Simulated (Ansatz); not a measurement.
# From LDA to G0W0: Nb2Sn2O7 (Fd-3m), part 2 of 2

How far does one-shot GW move the LDA gap of Nb2Sn2O7 (Fd-3m)?

Ansatz 0.2.0; LDA, then G0W0 on it, plane waves, PAW. Known limits of the many-body steps: finite bands, screening cutoff and k mesh; no spin-orbit coupling in G0W0; screening cutoff under 40 eV in some runs.

So far. Step 2 (The LDA band structure): Over mesh and path the gap is 0.939 eV, from k = (0.500, 0.500, 0.500) to k = Γ. The least direct gap found is 1.147 eV, at k = Γ. The pressure in this cell is -12 GPa; the cell is kept. Step 3 (G0W0 on the 2×2×2 mesh): Over all 3 irreducible mesh points the G0W0 gap is 1.607 eV, from k = (0.000, 0.000, -0.500) to k = Γ. The LDA gap of this run on the mesh is 0.880 eV.

In doubt: masses and optical values from hybrid runs of this build are listed as unsure (in some of the runs), which bears on the screening that GW takes from such a start.

### 4. Spin-orbit coupling

This run has two-component orbitals with spin-orbit coupling.

This step: DFT, LDA with spin-orbit coupling, plane waves, PAW.

Input file input.yaml:

```yaml
crystal:
  lattice:
    - [0.0, 5.380295, 5.380295]
    - [5.380295, 0.0, 5.380295]
    - [5.380295, 5.380295, 0.0]
  atoms:
    - { symbol: Nb, position: [0.125, 0.125, 0.125] }
    - { symbol: Nb, position: [0.625, 0.125, 0.125] }
    - { symbol: Nb, position: [0.125, 0.125, 0.625] }
    - { symbol: Nb, position: [0.125, 0.625, 0.125] }
    - { symbol: Sn, position: [0.625, 0.625, 0.125] }
    - { symbol: Sn, position: [0.625, 0.625, 0.625] }
    - { symbol: Sn, position: [0.125, 0.625, 0.625] }
    - { symbol: Sn, position: [0.625, 0.125, 0.625] }
    - { symbol: O, position: [0.061003, 0.438997, 0.061003] }
    - { symbol: O, position: [0.061003, 0.061003, 0.438997] }
    - { symbol: O, position: [0.811003, 0.188997, 0.811003] }
    - { symbol: O, position: [0.061003, 0.438997, 0.438997] }
    - { symbol: O, position: [0.188997, 0.811003, 0.188997] }
    - { symbol: O, position: [0.438997, 0.061003, 0.061003] }
    - { symbol: O, position: [0.188997, 0.188997, 0.811003] }
    - { symbol: O, position: [0.188997, 0.811003, 0.811003] }
    - { symbol: O, position: [0.75, 0.75, 0.75] }
    - { symbol: O, position: [0.811003, 0.188997, 0.188997] }
    - { symbol: O, position: [0.438997, 0.438997, 0.061003] }
    - { symbol: O, position: [0.811003, 0.811003, 0.188997] }
    - { symbol: O, position: [0.5, 0.5, 0.5] }
    - { symbol: O, position: [0.438997, 0.061003, 0.438997] }
kpoints:
  mp_grid: { grid: [4, 4, 4] }
  band_path:
    path:
      - [0.0, 0.0, 0.0]
      - [0.5, 0.0, 0.5]
      - [0.625, 0.25, 0.625]
      - [0.375, 0.375, 0.75]
      - [0.5, 0.5, 0.5]
      - [0.5, 0.25, 0.75]
    npoints: 1
hamiltonian:
  xc: lda
scf:
  occupations: { method: fermi_dirac, width: 0.02 }
  n_extra_bands: 22
magnetization:
  noncollinear: true
  spin_orbit: true
output:
  eigenvalues: true
  forces: true
  stress: true
```

Launch:

```
$ ansatz run input.yaml --threads 24 --pin off --max-ram 82944MiB --backend cuda --events-out ev --progress --plain --runs-dir out --devices 1 --max-vram 78GiB
```

Numbers of over 12 decimals in the logs are rounded to 6 here.

The log of the run:

```text
[...]
GPUs: using 1 of 1 available (devices: 1).
[...]
non-collinear run that drives no moment, with spin-orbit: no starting moment large enough to seed its density (crystal.atoms[].spin), no starting occupations that ask for one, no magnetisation constraint and no magnetic field, so the semilocal B_xc is pinned to zero
[...]
Crystal: 22 atoms, lattice volume = 311.493 Å³
Basis set: ecut = 420 eV, 6081 PW (Γ)
Bands: 214, of which v1, the nominal top of the filled ones, is band 192 counted from 1 (191 counted from 0)
Symmetry: 48 space group operations + 48 with time reversal
[...]
k-points: 8 of 64
Projection manifold: j_resolved (fully-relativistic pseudo-atomic orbitals)
[...]
SCF iter   1: F=—  HF=-49089.056615 eV  |F-HF|=—  |Δ(HF+E_count)|=         —  Δρ=6.59e-2  dr2=1.70e1  dr2_m=0.00e0 (ungated)  ethr=3.10e-3  |M|=0.00e0 ∫|m|=0.00e0 μB  |m|>n=0.0e0 m-floor=0.0e0 τ_xc=0.0e0  β_m=0.30  ⟨swp⟩=5.0  Hψ=3581  notcnv=0
[...]
spin=Noncollinear: Resta preconditioning applied to the charge; magnetization (m_x, m_y, m_z) channels mix plain (no charge-response kernel on spin).
SCF iter   2: F=—  HF=-49086.078768 eV  |F-HF|=—  |Δ(HF+E_count)|=    2.98e0  Δρ=3.97e-2  dr2=3.93e0  dr2_m=0.00e0 (ungated)  ethr=3.10e-3  |M|=0.00e0 ∫|m|=0.00e0 μB  |m|>n=0.0e0 m-floor=0.0e0 τ_xc=0.0e0  β_m=0.41  ⟨swp⟩=2.0  Hψ=1395  notcnv=0  defer=84
[...]
SCF iter   4: F=—  HF=-49085.141384 eV  |F-HF|=—  |Δ(HF+E_count)|=   1.39e-1  Δρ=3.57e-3  dr2=4.24e-2  dr2_m=0.00e0 (ungated)  ethr=3.39e-4  |M|=0.00e0 ∫|m|=0.00e0 μB  |m|>n=0.0e0 m-floor=0.0e0 τ_xc=0.0e0  β_m=0.68  ⟨swp⟩=3.0  Hψ=1831  notcnv=0  defer=92
[...]
SCF 1 converged in 10 iterations: F = -49085.136806 eV  dr2 = 5.98e-8
[...]
SCF converged after 10 iterations
[...]
```

Wall time 2.5 s (1 × NVIDIA GB200 (shared by 2 runs) with 24 threads of Arm Neoverse V2, shared host); peak memory 1.8 GiB.

Numbers from this step:

| Quantity | Value |
| --- | --- |
| pressure | -12.48 GPa |
| gap | 0.9356 eV |
| valence top at | L |
| conduction bottom at | Γ |
| least direct gap | 1.098 eV |

Over mesh and listed points the gap is 0.936 eV, from k = (0.500, 0.500, 0.500) to k = Γ. The least direct gap found is 1.098 eV, at k = (0.500, 0.500, 0.500). The pressure in this cell is -12 GPa; the cell is kept. LDA+SOC against LDA: 0.936 − 0.939 = −0.003 eV, with the same mesh, set of files (read in its fully relativistic form for the spin-orbit run) and cutoff, and both edges at the same k points. The spin-orbit run sees mesh and listed points alone, so its gap is an upper bound: the coupling can move an edge off these points, and the change over the zone, its sign included where it is small, is not known.

### 5. The runs together

Each gap is the least one over the points named; times are wall times on shared hosts, not benchmarks. A G0W0 time includes the run's own self-consistent start. Runs with listed points see these and the mesh alone, so an edge that moves elsewhere is missed. Rows marked * are further runs, not shown as steps, whose inputs differ from the G0W0 step on the same start in the columns given; solver thresholds can differ too. Rows marked ? have an edge level that the program doubts. Symmetry makes (0.500, 0.500, 0.500) and (0.000, 0.000, -0.500) one point.

| level | mesh | files, cutoff | bands summed, screening | points | gap (eV) | valence top | conduction bottom | least direct gap (eV) | time |
| --- | --- | --- | --- | --- | --- | --- | --- | --- | --- |
| LDA | 4×4×4 | soft_2 PAW, 420 eV | - | mesh and path | 0.939 | (0.500, 0.500, 0.500) | Γ | 1.147 | 1.7 s |
| LDA+SOC | 4×4×4 | soft_2 PAW, 420 eV | - | mesh and listed points | 0.936 | (0.500, 0.500, 0.500) | Γ | 1.098 | 2.5 s |
| G0W0@LDA* | 2×2×2 | soft_2 PAW, 420 eV | 248, 36 eV | all 3 irreducible mesh points | 1.891 | (0.000, 0.000, -0.500) | Γ | 2.000 | 1.9 s |
| G0W0@LDA*? | 2×2×2 | soft_2 PAW, 420 eV | 528, 72 eV | all 3 irreducible mesh points | 1.538 | (0.000, 0.000, -0.500) | Γ | 1.722 | 2.8 s |
| G0W0@LDA | 2×2×2 | soft_2 PAW, 420 eV | 1025, 120 eV | all 3 irreducible mesh points | 1.607 | (0.000, 0.000, -0.500) | Γ | 1.766 | 5.4 s |
| G0W0@LDA* | 2×2×2 | soft_2 PAW, 420 eV | 528, 72 eV, plasmon pole | all 3 irreducible mesh points | 1.728 | (0.000, 0.000, -0.500) | Γ | 1.890 | 3.1 s |

Computed less measured, in eV, for the reports listed at the start; nothing is added to the computed values:

```
                       row  computed (eV)  2.6 eV (2022)
                  LDA, gap          0.939         −1.661
              LDA+SOC, gap          0.936         −1.664
             G0W0@LDA, gap          1.607         −0.993
G0W0@LDA, least direct gap          1.766         −0.834
```

### 6. Summary of results

| Property | Result |
| --- | --- |
| LDA gap over mesh and path | 0.939 eV, from k = (0.500, 0.500, 0.500) to k = Γ |
| G0W0@LDA gap over all 3 irreducible mesh points | 1.607 eV, from k = (0.000, 0.000, -0.500) to k = Γ |
| LDA+SOC gap over mesh and listed points | 0.936 eV |
| GW settings | 2×2×2 mesh, 929 empty bands, screening to 120 eV |
| known limits | finite bands, screening cutoff and k mesh; no spin-orbit coupling in G0W0; screening cutoff under 40 eV in some runs |

Over all 3 irreducible mesh points the G0W0 gap is 1.607 eV, from k = (0.000, 0.000, -0.500) to k = Γ. The LDA gap of this run on the mesh is 0.880 eV. The two states that bound the G0W0 gap lie that far apart at the start, so the correction of the gap is 1.607 − 0.880 = +0.727 eV. The valence state moves by 9.465 − 9.372 = +0.093 eV and the conduction state by 11.072 − 10.252 = +0.820 eV, on the run's own scale; with 248 bands the edge states move by +0.612 and +1.623 eV, so the split between the edges depends on the bands and cutoff. Both edges that LDA shows over mesh and path lie at k points where levels were corrected. Levels at other points were not corrected, so a lower G0W0 gap elsewhere in the zone is not ruled out. From 248 bands and 36 eV to 1025 bands and 120 eV the gap moves by 1.607 − 1.891 = −0.284 eV (rung by rung 1.891, 1.538, 1.607 eV); bands and screening cutoff rise together, so their parts are not told apart. An edge row is in doubt in the run with 528 bands, so no limit is drawn and it is not known. With the plasmon pole model in place of the contour deformation model and all else as in the G0W0@LDA row with 528 bands, the gap differs by 1.728 − 1.538 = +0.190 eV. The program doubts an edge level of G0W0@LDA with 528 bands (2×2×2, soft_2 PAW). G0W0 on other starts in this series, not shown as steps and not all at these settings: 1.711 eV on HSE06 (2×2×2, soft_2 PAW, 528 bands, 72 eV) and 1.942 eV on PBE0 (2×2×2, soft_2 PAW, 528 bands, 72 eV). LDA+SOC against LDA: 0.936 − 0.939 = −0.003 eV, with the same mesh, set of files (read in its fully relativistic form for the spin-orbit run) and cutoff, and both edges at the same k points. The spin-orbit run sees mesh and listed points alone, so its gap is an upper bound: the coupling can move an edge off these points, and the change over the zone, its sign included where it is small, is not known. What spin-orbit coupling does to the G0W0 levels was not computed, so no sum with the G0W0 gap is formed. Against experiment, G0W0@LDA at 1.607 eV lies −0.993 eV from 2.6 eV (2022). The differences hold parts that these runs do not separate: finite bands, cutoffs and mesh, points of the zone that were not corrected, the start of G0W0, spin-orbit coupling missing from it, static nuclei, no electron-hole attraction, a cell that is not a measured one, and what each experiment reads as the gap. How much each gives is not known from the steps shown. The G0W0 runs are scalar-relativistic. No pair of G0W0 runs that differ in the mesh alone is shown (2×2×2 is a supercell whose nearest images lie 15 Å apart), so the error from the mesh is not known here. G0W0@LDA runs of this series with other atomic data on the same mesh, not shown as steps, give 1.528 eV (hard PAW, 930 eV, 544 bands, screening to 72 eV; the table's row with the same empty bands and screening cutoff has 1.538 eV); where bands and cutoffs differ too, the part of the files is not isolated. The program doubts an edge level of G0W0@LDA with 544 bands (2×2×2, hard PAW). A screening cutoff under 40 eV is crude: G0W0@LDA with 248 bands at 36 eV.

[Paths, hosts, dates, memory and timing lines, banners, echoed tables and standing remarks are left out of the program output.]

[Logs are printed without paths, hosts, clocks, repeated set-up lines and the standing remarks that a program may print on its own settings, such as how far it seeks lower states.]

[Runs of the session that timed out or met a known fault of the program may be left out.]

[Cells called generated may have been cut or substituted from an entry of the Crystallography Open Database or the Materials Project.]

[Hosts, paths, dates, database ids (printed as entryN), source tags and the programs' standing remarks are cut or masked in the printed files.]

[Where an RPA ε∞ is given, it is that of the G0W0 mesh and is not shown converged in it. Names of k-points follow the symmetry that the program found, which can be lower than the space group named. Band edges on a path are those of the sampled points; other points can move an edge, and change direct to indirect where valleys lie close.]

[Hybrid gaps are those of their k-mesh and are not shown converged in it.]
